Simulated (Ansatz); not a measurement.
## How fast states decay through LiHIF

A new crystal, LiHIF: structure, gap and complex bands. It is built by putting I for part of the F in the LiHF2 structure of space group R-3m, with the volume rescaled by atomic radii. The parent structure comes from the Materials Project.

Program: Ansatz 0.2.0. Level of theory: LDA DFT, plane waves, PAW files, in the first sound run; inputs show where later runs differ. Results are calculated unless marked as measured.

This is a report of a sequence of runs, with most program output left out.

The structure was built from a prototype and need not be the compound's stable phase.

**1. The structure**

Symmetry: R3m, No. 160, trigonal system. Conventional cell: a = 3.439 Å, b = 3.439 Å, c = 15.353 Å, α = 90.00°, β = 90.00°, γ = 120.00°. Li has 3 F at 2.33 Å and 3 I at 2.33 Å nearest. H has 1 F at 1.33 Å and 1 I at 1.33 Å nearest. F has 1 H at 1.33 Å and 3 Li at 2.33 Å nearest. Nearest to I lie 1 H at 1.33 Å and 3 Li at 2.33 Å. It derives from LiHF2. I for part of the F in the LiHF2 structure of space group R-3m. Farther neighbours and most contacts between anions are not listed.

**2. Cell and atoms at rest**

The substituted atoms don't fit the parent's cell, so cell and atoms relax together. A small smearing keeps the run stable in case the gap closes on the way.

Input file input.yaml:

```yaml
crystal:
  lattice:
    - [1.7192893327, 0.9926321591, 5.1177132499]
    - [-1.7192893327, 0.9926321591, 5.1177132499]
    - [0.0, -1.9852643181, 5.1177132499]
  atoms:
    - { symbol: Li, position: [0.0, 0.0, 0.0] }
    - { symbol: H, position: [0.5, 0.5, 0.5] }
    - { symbol: F, position: [0.41330188, 0.41330188, 0.41330188] }
    - { symbol: I, position: [0.58669812, 0.58669812, 0.58669812] }
kpoints:
  mp_grid: { grid: [8, 8, 8] }
scf:
  occupations: { method: gaussian, width: 0.03 }
hamiltonian:
  xc: lda
output:
  forces: true
  stress: true
relax:
  f_tol: 0.02
  max_steps: 60
  cell: {}
```

Launch:

```
ansatz run input.yaml --threads 2 --pin off --max-ram 4096MiB --backend cpu --events-out ev --progress --plain --runs-dir out
```

It took 71 s on 2 threads of Arm Neoverse V2, shared host; peak memory 0.43 GiB; 2.3 min of CPU time.

Relaxation path:

```csv
step,energy less that of the first step (eV),largest force component (eV/Å),pressure (GPa),volume (Å³)
1,0.0000,12.5081,34.39,52.40
2,-2.7229,2.9836,9.00,59.46
3,-3.1540,1.9800,0.92,65.58
4,-3.3232,1.3201,0.30,65.79
5,-3.3730,1.3618,2.99,65.17
6,-3.4214,0.6843,-0.14,68.35
7,-3.4975,0.8335,-1.34,69.22
8,-3.5201,0.5382,0.61,68.76
9,-3.5261,0.0099,0.01,68.79
10*,-3.6737,0.0220,2.70,68.79
11,-3.6895,0.1361,1.23,71.32
12,-3.7157,0.1205,0.77,73.72
13,-3.7236,0.1016,0.15,78.05
14,-3.7220,0.0211,-0.05,78.53
15,-3.7226,0.0071,0.02,78.37
16,-3.7224,0.0007,0.00,78.43
17*,-3.7600,0.0103,0.25,78.43
18,-3.7599,0.0111,0.09,79.43
19,-3.7586,0.0129,0.02,80.26
20,-3.7585,0.0485,-0.04,80.27
21,-3.7586,0.0004,0.00,80.26
22*,-3.7626,0.0016,0.02,80.26
```

Relaxation steps marked * repeat the geometry before them on a plane-wave basis chosen anew for their cell, so energy and pressure can jump there. Relaxation step 20 was tried and not accepted.

Forces are held to the 6 operations that the run works with; a distortion that breaks them can't arise in this run.

```csv
cell as run,before,after,change
a (Å),5.489,6.076,+10.7 %
b (Å),5.489,6.076,+10.7 %
c (Å),5.489,6.076,+10.7 %
α (°),36.51,39.10,+7.1 %
β (°),36.51,39.10,+7.1 %
γ (°),36.51,39.10,+7.1 %
volume (Å³/atom),13.10,20.07,+53.2 %
```

The atoms that moved most (Å, as changes of fractional coordinates times the final cell):

```csv
atom,dx,dy,dz,length
H2,0.000,0.000,-0.451,0.451
I4,0.000,0.000,0.224,0.224
Li1,0.000,0.000,0.220,0.220
F3,0.000,0.000,0.007,0.007
```

The relaxed structure:

```cif
data_structure
_symmetry_space_group_name_H-M 'P 1'
_symmetry_Int_Tables_number 1
_cell_length_a 6.0761
_cell_length_b 6.0761
_cell_length_c 6.0761
_cell_angle_alpha 39.102
_cell_angle_beta 39.102
_cell_angle_gamma 39.102
_cell_volume 80.26
loop_
_atom_site_label
_atom_site_type_symbol
_atom_site_fract_x
_atom_site_fract_y
_atom_site_fract_z
_atom_site_occupancy
Li1 Li 0.01310 0.01310 0.01310 1
H2 H 0.47315 0.47315 0.47315 1
F3 F 0.41372 0.41372 0.41372 1
I4 I 0.60002 0.60002 0.60002 1
```

This step gave:

| Item | Value |
| --- | --- |
| free energy | -8369.4234 eV |
| Fermi energy | 3.768 eV |
| pressure | 0.01744 GPa |

The largest force component on a free atom ends at 0.0016 eV/Å.

**3. The bulk crystal and its band edges**

The energy window and the wavevectors of the next steps follow from the band edges, so these are searched first, off the mesh as well.

Input file input.yaml:

```yaml
crystal:
  lattice:
    - [2.0333448397, 1.1739521906, 5.6041730034]
    - [-2.0333448397, 1.1739521906, 5.6041730034]
    - [0.0, -2.3479043811, 5.6041730034]
  atoms:
    - { symbol: Li, position: [0.013103798, 0.013103798, 0.013103798] }
    - { symbol: H, position: [0.4731497135, 0.4731497135, 0.4731497135] }
    - { symbol: F, position: [0.4137224012, 0.4137224012, 0.4137224012] }
    - { symbol: I, position: [0.6000240873, 0.6000240873, 0.6000240873] }
kpoints:
  mp_grid: { grid: [8, 8, 8] }
  band_path: { path: [VBM, CBM], npoints: 30 }
scf:
  occupations: { method: fixed }
hamiltonian:
  xc: lda
output:
  eigenvalues: true
  write_potential: true
  write_density: true
  volumetric_format: npy
```

The job ended after 9.2 s (2 threads; peak memory 0.39 GiB).

This step gave:

```
Fermi energy        : 2.350 eV
gap on the k-mesh   : 2.836 eV
gap on path         : 2.836 eV, by band count; negative where bands overlap
direct gap on path  : 2.859 eV
edge places on path : 0, 0.5606 1/A along the path
```

The electronic bands at the labelled points (eV, zero at the Fermi level (highest filled level under fixed occupations); v1 is the highest filled band, c1 the lowest empty one):

```csv
point,v4,v3,v2,v1,c1,c2,c3,c4
VBM,-4.90,-2.65,0.00,0.00,4.54,5.91,6.85,7.46
halfway,-4.90,-2.22,-0.01,-0.01,3.68,5.49,7.52,7.52
CBM,-4.89,-1.73,-0.02,-0.02,2.84,5.69,7.59,7.59
```

The searched edges give 2.84 eV, as on the mesh.

**4. Decaying states in the gap**

This step: LDA DFT, plane waves, PAW files; complex bands by layer matching along the plane's normal (Ansatz 0.2.0).

The same crystal is laid in a cell whose first two vectors span the (110) plane (indices of the standard conventional cell, whose axes can be ordered otherwise than in the bulk input). At fixed energy and wavevector in the plane the solver finds all kz, real and complex. A few wavevectors are listed, (0, 0) and (-0.5, 0) in units of the plane's reciprocal vectors; the slowest state needn't be among them.

Input file input.yaml:

```yaml
crystal:
  lattice:
    - [6.076134465, 0.0, 0.0]
    - [-2.721790481, 6.496595372, 0.0]
    - [-1.360895241, 3.248297686, 2.03334484]
  atoms:
    - { symbol: Li, position: [0.039311394, 0.013103798, 0.0] }
    - { symbol: H, position: [0.4194491405, 0.4731497135, 0.0] }
    - { symbol: F, position: [0.2411672036, 0.4137224012, 0.0] }
    - { symbol: I, position: [0.8000722619, 0.6000240873, 0.0] }
kpoints:
  mp_grid: { grid: [12, 12, 12] }
scf:
  occupations: { method: fixed }
hamiltonian:
  xc: lda
output:
  eigenvalues: true
  transmission:
    leads: [[0, 0]]
    kpoints: [[0.0, 0.0], [-0.5, 0.0]]
    e_range: [-1.0, 3.84]
    de: 0.08
```

The job ended after 1.8 min (2 threads; peak memory 1 GiB).

Numbers from this step:

```yaml
free_energy: -8369.4235 eV
level_to_which_the_leads_are_filled: 1.418 eV from the Fermi level
decay_constant_at_the_filling_level_zone_centre: 0.2574 Å⁻¹
decay_constant_at_the_filling_level_slowest_listed_point: 0.2574 Å⁻¹
```

K parallel (0, 0); values up to 1.5 1/Å, a degenerate pair printed once or twice; energies at which all values exceed this have no row. The Im kz of the slowest decaying states by energy, zero at the highest filled level on the SCF mesh:

```csv
energy (eV),decay 1 (Å⁻¹),decay 2 (Å⁻¹),decay 3 (Å⁻¹),decay 4 (Å⁻¹)
-1.00,0.521,0.752,1.08,1.20
-0.76,0.585,0.738,1.07,1.17
-0.52,0.130,0.628,0.721,1.06
-0.28,0.186,0.657,0.701,1.05
-0.04,0.222,0.677,0.678,1.04
0.20,0.125,0.249,0.289,0.646
0.44,0.173,0.269,0.439,0.594
0.68,0.205,0.284,0.551,0.708
0.92,0.228,0.295,0.580,0.710
1.16,0.245,0.303,0.613,0.710
1.40,0.257,0.309,0.672,0.679
1.64,0.265,0.313,0.572,0.702
1.88,0.269,0.315,0.510,0.694
2.12,0.265,0.315,0.454,0.685
2.36,0.249,0.313,0.399,0.674
2.60,0.199,0.310,0.355,0.662
2.84,0.305,0.329,0.647,0.711
3.08,0.298,0.315,0.631,0.703
3.32,0.290,0.305,0.613,0.693
3.56,0.280,0.296,0.593,0.682
3.80,0.268,0.285,0.571,0.662
```

K parallel (-0.5, 0); values up to 1.5 1/Å, a degenerate pair printed once or twice; energies at which all values exceed this have no row. Im kz of the slowest decaying states against energy, zero at the highest filled level on the SCF mesh:

```csv
energy (eV),decay 1 (Å⁻¹),decay 2 (Å⁻¹),decay 3 (Å⁻¹),decay 4 (Å⁻¹)
-1.00,0.602,0.930,0.950,1.18
-0.84,0.637,0.922,0.942,1.16
-0.60,0.124,0.672,0.911,0.930
-0.44,0.166,0.688,0.904,0.920
-0.20,0.209,0.705,0.894,0.902
-0.04,0.230,0.713,0.888,0.888
0.12,0.0927,0.210,0.247,0.718
0.36,0.155,0.267,0.369,0.722
0.52,0.181,0.278,0.453,0.723
0.76,0.211,0.290,0.599,0.720
0.92,0.226,0.297,0.674,0.720
1.08,0.239,0.302,0.684,0.716
1.32,0.254,0.308,0.696,0.709
1.48,0.262,0.311,0.701,0.703
1.72,0.271,0.313,0.693,0.705
1.88,0.275,0.313,0.685,0.706
2.04,0.278,0.313,0.676,0.706
2.28,0.281,0.311,0.662,0.703
2.44,0.281,0.308,0.651,0.701
2.68,0.280,0.303,0.633,0.695
2.84,0.278,0.298,0.620,0.686
3.00,0.275,0.293,0.606,0.667
3.24,0.267,0.283,0.582,0.635
3.40,0.261,0.275,0.566,0.611
3.64,0.247,0.260,0.538,0.572
3.80,0.235,0.248,0.517,0.543
```

At the listed wavevectors the last open channel is at -0.04 eV and the next at +2.84 eV on the grid. At +1.40 eV, the grid energy nearest the filling level (the middle of the gap on the SCF mesh), the slowest state at the listed wavevectors decays with κ = 0.257 Å⁻¹, its amplitude falling by e over 3.9 Å. Through 1 nm of this crystal that state's transmission falls by exp(−2 × 0.257 Å⁻¹ × 10 Å) = 0.0058.

**5. Band edges at another level**

This step: PBE DFT, plane waves, PAW files (Ansatz 0.2.0).

The edges again with PBE, at the same atoms.

Input file input.yaml:

```yaml
crystal:
  lattice:
    - [2.0333448397, 1.1739521906, 5.6041730034]
    - [-2.0333448397, 1.1739521906, 5.6041730034]
    - [0.0, -2.3479043811, 5.6041730034]
  atoms:
    - { symbol: Li, position: [0.013103798, 0.013103798, 0.013103798] }
    - { symbol: H, position: [0.4731497135, 0.4731497135, 0.4731497135] }
    - { symbol: F, position: [0.4137224012, 0.4137224012, 0.4137224012] }
    - { symbol: I, position: [0.6000240873, 0.6000240873, 0.6000240873] }
kpoints:
  mp_grid: { grid: [8, 8, 8] }
  band_path: { path: [VBM, CBM], npoints: 30 }
scf:
  occupations: { method: fixed }
hamiltonian:
  xc: pbe
output:
  eigenvalues: true
```

It took 9.1 s on 2 threads; peak memory 0.39 GiB; 18 s of CPU time.

This step gave:

```
free energy        : -8544.3527 eV
Fermi energy       : 2.617 eV
gap on the k-mesh  : 3.131 eV
gap on path        : 3.131 eV, by band count; negative where bands overlap
direct gap on path : 3.154 eV
```

Electronic bands along the path, in eV, zero at the Fermi level (highest filled level under fixed occupations); v1 is the highest filled band, c1 the lowest empty one:

```csv
point,v4,v3,v2,v1,c1,c2,c3,c4
VBM,-4.86,-2.59,0.00,0.00,4.84,6.10,7.04,7.61
halfway,-4.86,-2.17,-0.01,-0.01,3.97,5.68,7.66,7.66
CBM,-4.86,-1.71,-0.02,-0.02,3.13,5.88,7.73,7.73
```

The searched edges give 3.13 eV, as on the mesh.

**6. Complex bands at another level**

This step: PBE DFT, plane waves, PAW files; complex bands by layer matching along the plane's normal (Ansatz 0.2.0).

The complex bands at that level, over its own gap, at (0, 0) and (-0.5, 0).

Input file input.yaml:

```yaml
crystal:
  lattice:
    - [6.076134465, 0.0, 0.0]
    - [-2.721790481, 6.496595372, 0.0]
    - [-1.360895241, 3.248297686, 2.03334484]
  atoms:
    - { symbol: Li, position: [0.039311394, 0.013103798, 0.0] }
    - { symbol: H, position: [0.4194491405, 0.4731497135, 0.0] }
    - { symbol: F, position: [0.2411672036, 0.4137224012, 0.0] }
    - { symbol: I, position: [0.8000722619, 0.6000240873, 0.0] }
kpoints:
  mp_grid: { grid: [12, 12, 12] }
scf:
  occupations: { method: fixed }
hamiltonian:
  xc: pbe
output:
  eigenvalues: true
  transmission:
    leads: [[0, 0]]
    kpoints: [[0.0, 0.0], [-0.5, 0.0]]
    e_range: [-1.0, 4.13]
    de: 0.09
```

Wall time 1.7 min (2 threads); peak memory 1 GiB; 3.4 min of CPU time.

This step gave:

- free energy: -8544.3528 eV
- level to which the leads are filled: 1.566 eV from the Fermi level
- decay constant at the filling level, zone centre: 0.2740 Å⁻¹
- decay constant at the filling level, slowest listed point: 0.2732 Å⁻¹

K parallel (0, 0); values up to 1.5 1/Å, a degenerate pair printed once or twice; energies at which all values exceed this have no row. The Im kz of the slowest decaying states by energy, zero at the highest filled level on the SCF mesh:

```csv
energy (eV),decay 1 (Å⁻¹),decay 2 (Å⁻¹),decay 3 (Å⁻¹),decay 4 (Å⁻¹)
-1.0000,0.520,0.775,1.09,1.21
-0.7300,0.594,0.760,1.08,1.17
-0.4600,0.146,0.640,0.742,1.07
-0.2800,0.187,0.662,0.727,1.06
-0.0100,0.0309,0.0674,0.228,0.686
0.2600,0.142,0.257,0.330,0.665
0.5300,0.190,0.278,0.505,0.589
0.7100,0.213,0.289,0.572,0.716
0.9800,0.239,0.301,0.605,0.719
1.2500,0.257,0.310,0.641,0.718
1.5200,0.271,0.316,0.684,0.689
1.7900,0.279,0.320,0.597,0.708
1.9700,0.282,0.321,0.553,0.703
2.2400,0.283,0.320,0.491,0.692
2.5100,0.274,0.318,0.428,0.680
2.7800,0.240,0.314,0.370,0.665
2.9600,0.180,0.309,0.344,0.654
3.2300,0.302,0.323,0.635,0.702
3.5000,0.292,0.310,0.615,0.691
3.7700,0.280,0.298,0.592,0.678
4.0400,0.266,0.286,0.566,0.656
```

K parallel (-0.5, 0); values up to 1.5 1/Å, a degenerate pair printed once or twice; energies at which all values exceed this have no row. The Im kz of the slowest decaying states by energy, zero at the highest filled level on the SCF mesh:

```csv
energy (eV),decay 1 (Å⁻¹),decay 2 (Å⁻¹),decay 3 (Å⁻¹),decay 4 (Å⁻¹)
-1.0000,0.601,0.946,0.963,1.19
-0.7300,0.0547,0.656,0.933,0.950
-0.4600,0.161,0.690,0.922,0.934
-0.2800,0.197,0.705,0.915,0.922
-0.0100,0.235,0.720,0.898,0.904
0.2600,0.136,0.262,0.314,0.729
0.5300,0.186,0.282,0.462,0.732
0.7100,0.209,0.292,0.564,0.732
0.9800,0.236,0.304,0.685,0.729
1.2500,0.255,0.312,0.699,0.724
1.5200,0.269,0.317,0.708,0.715
1.7900,0.280,0.320,0.704,0.712
1.9700,0.284,0.320,0.695,0.713
2.2400,0.289,0.319,0.681,0.711
2.5100,0.291,0.316,0.664,0.707
2.7800,0.290,0.310,0.644,0.700
2.9600,0.288,0.305,0.630,0.694
3.2300,0.282,0.296,0.606,0.668
3.5000,0.273,0.284,0.580,0.631
3.7700,0.260,0.269,0.550,0.588
4.0400,0.241,0.249,0.516,0.539
```

At the listed wavevectors the last open channel is at -0.01 eV and the next at +3.14 eV on the grid. At +1.61 eV, the grid energy nearest the filling level (the middle of the gap on the SCF mesh), the slowest state at the listed wavevectors decays with κ = 0.273 Å⁻¹, its amplitude falling by e over 3.7 Å; the first such run, plane (110), gave 0.257 Å⁻¹.

**7. Outcome**

```yaml
band_gap: 2.84 eV
least_decay_constant_at_mid_gap_normal_to_110: 0.257 Å⁻¹
least_decay_constant_pbe: 0.273 Å⁻¹
```

In words: With LDA, the slowest decay at the wavevectors tried is κ = 0.257 Å⁻¹, normal to (110). Through such a film the transmission near mid-gap falls as exp(−2κd), a factor of ten every 4.5 Å. A free electron under a barrier of half the gap would need a mass of 0.18 mₑ to decay at this rate. With PBE the gap goes from 2.84 to 3.13 eV and the decay constant, over the first 2 listed wavevectors, from 0.257 to 0.273 Å⁻¹. The compound is made up by substitution; its stability against other phases and against distortions of the cell's symmetry was not tested. A semilocal functional narrows gaps, while spin-orbit coupling, left out here, narrows them in compounds of heavy elements, so the error in κ can go either way.

[Logs are printed without paths, hosts, clocks, repeated set-up lines and the standing remarks that a program may print on its own settings, such as how far it seeks lower states.]

[Hosts, paths, dates, database ids (printed as entryN), source tags and the programs' standing remarks are cut or masked in the printed files.]
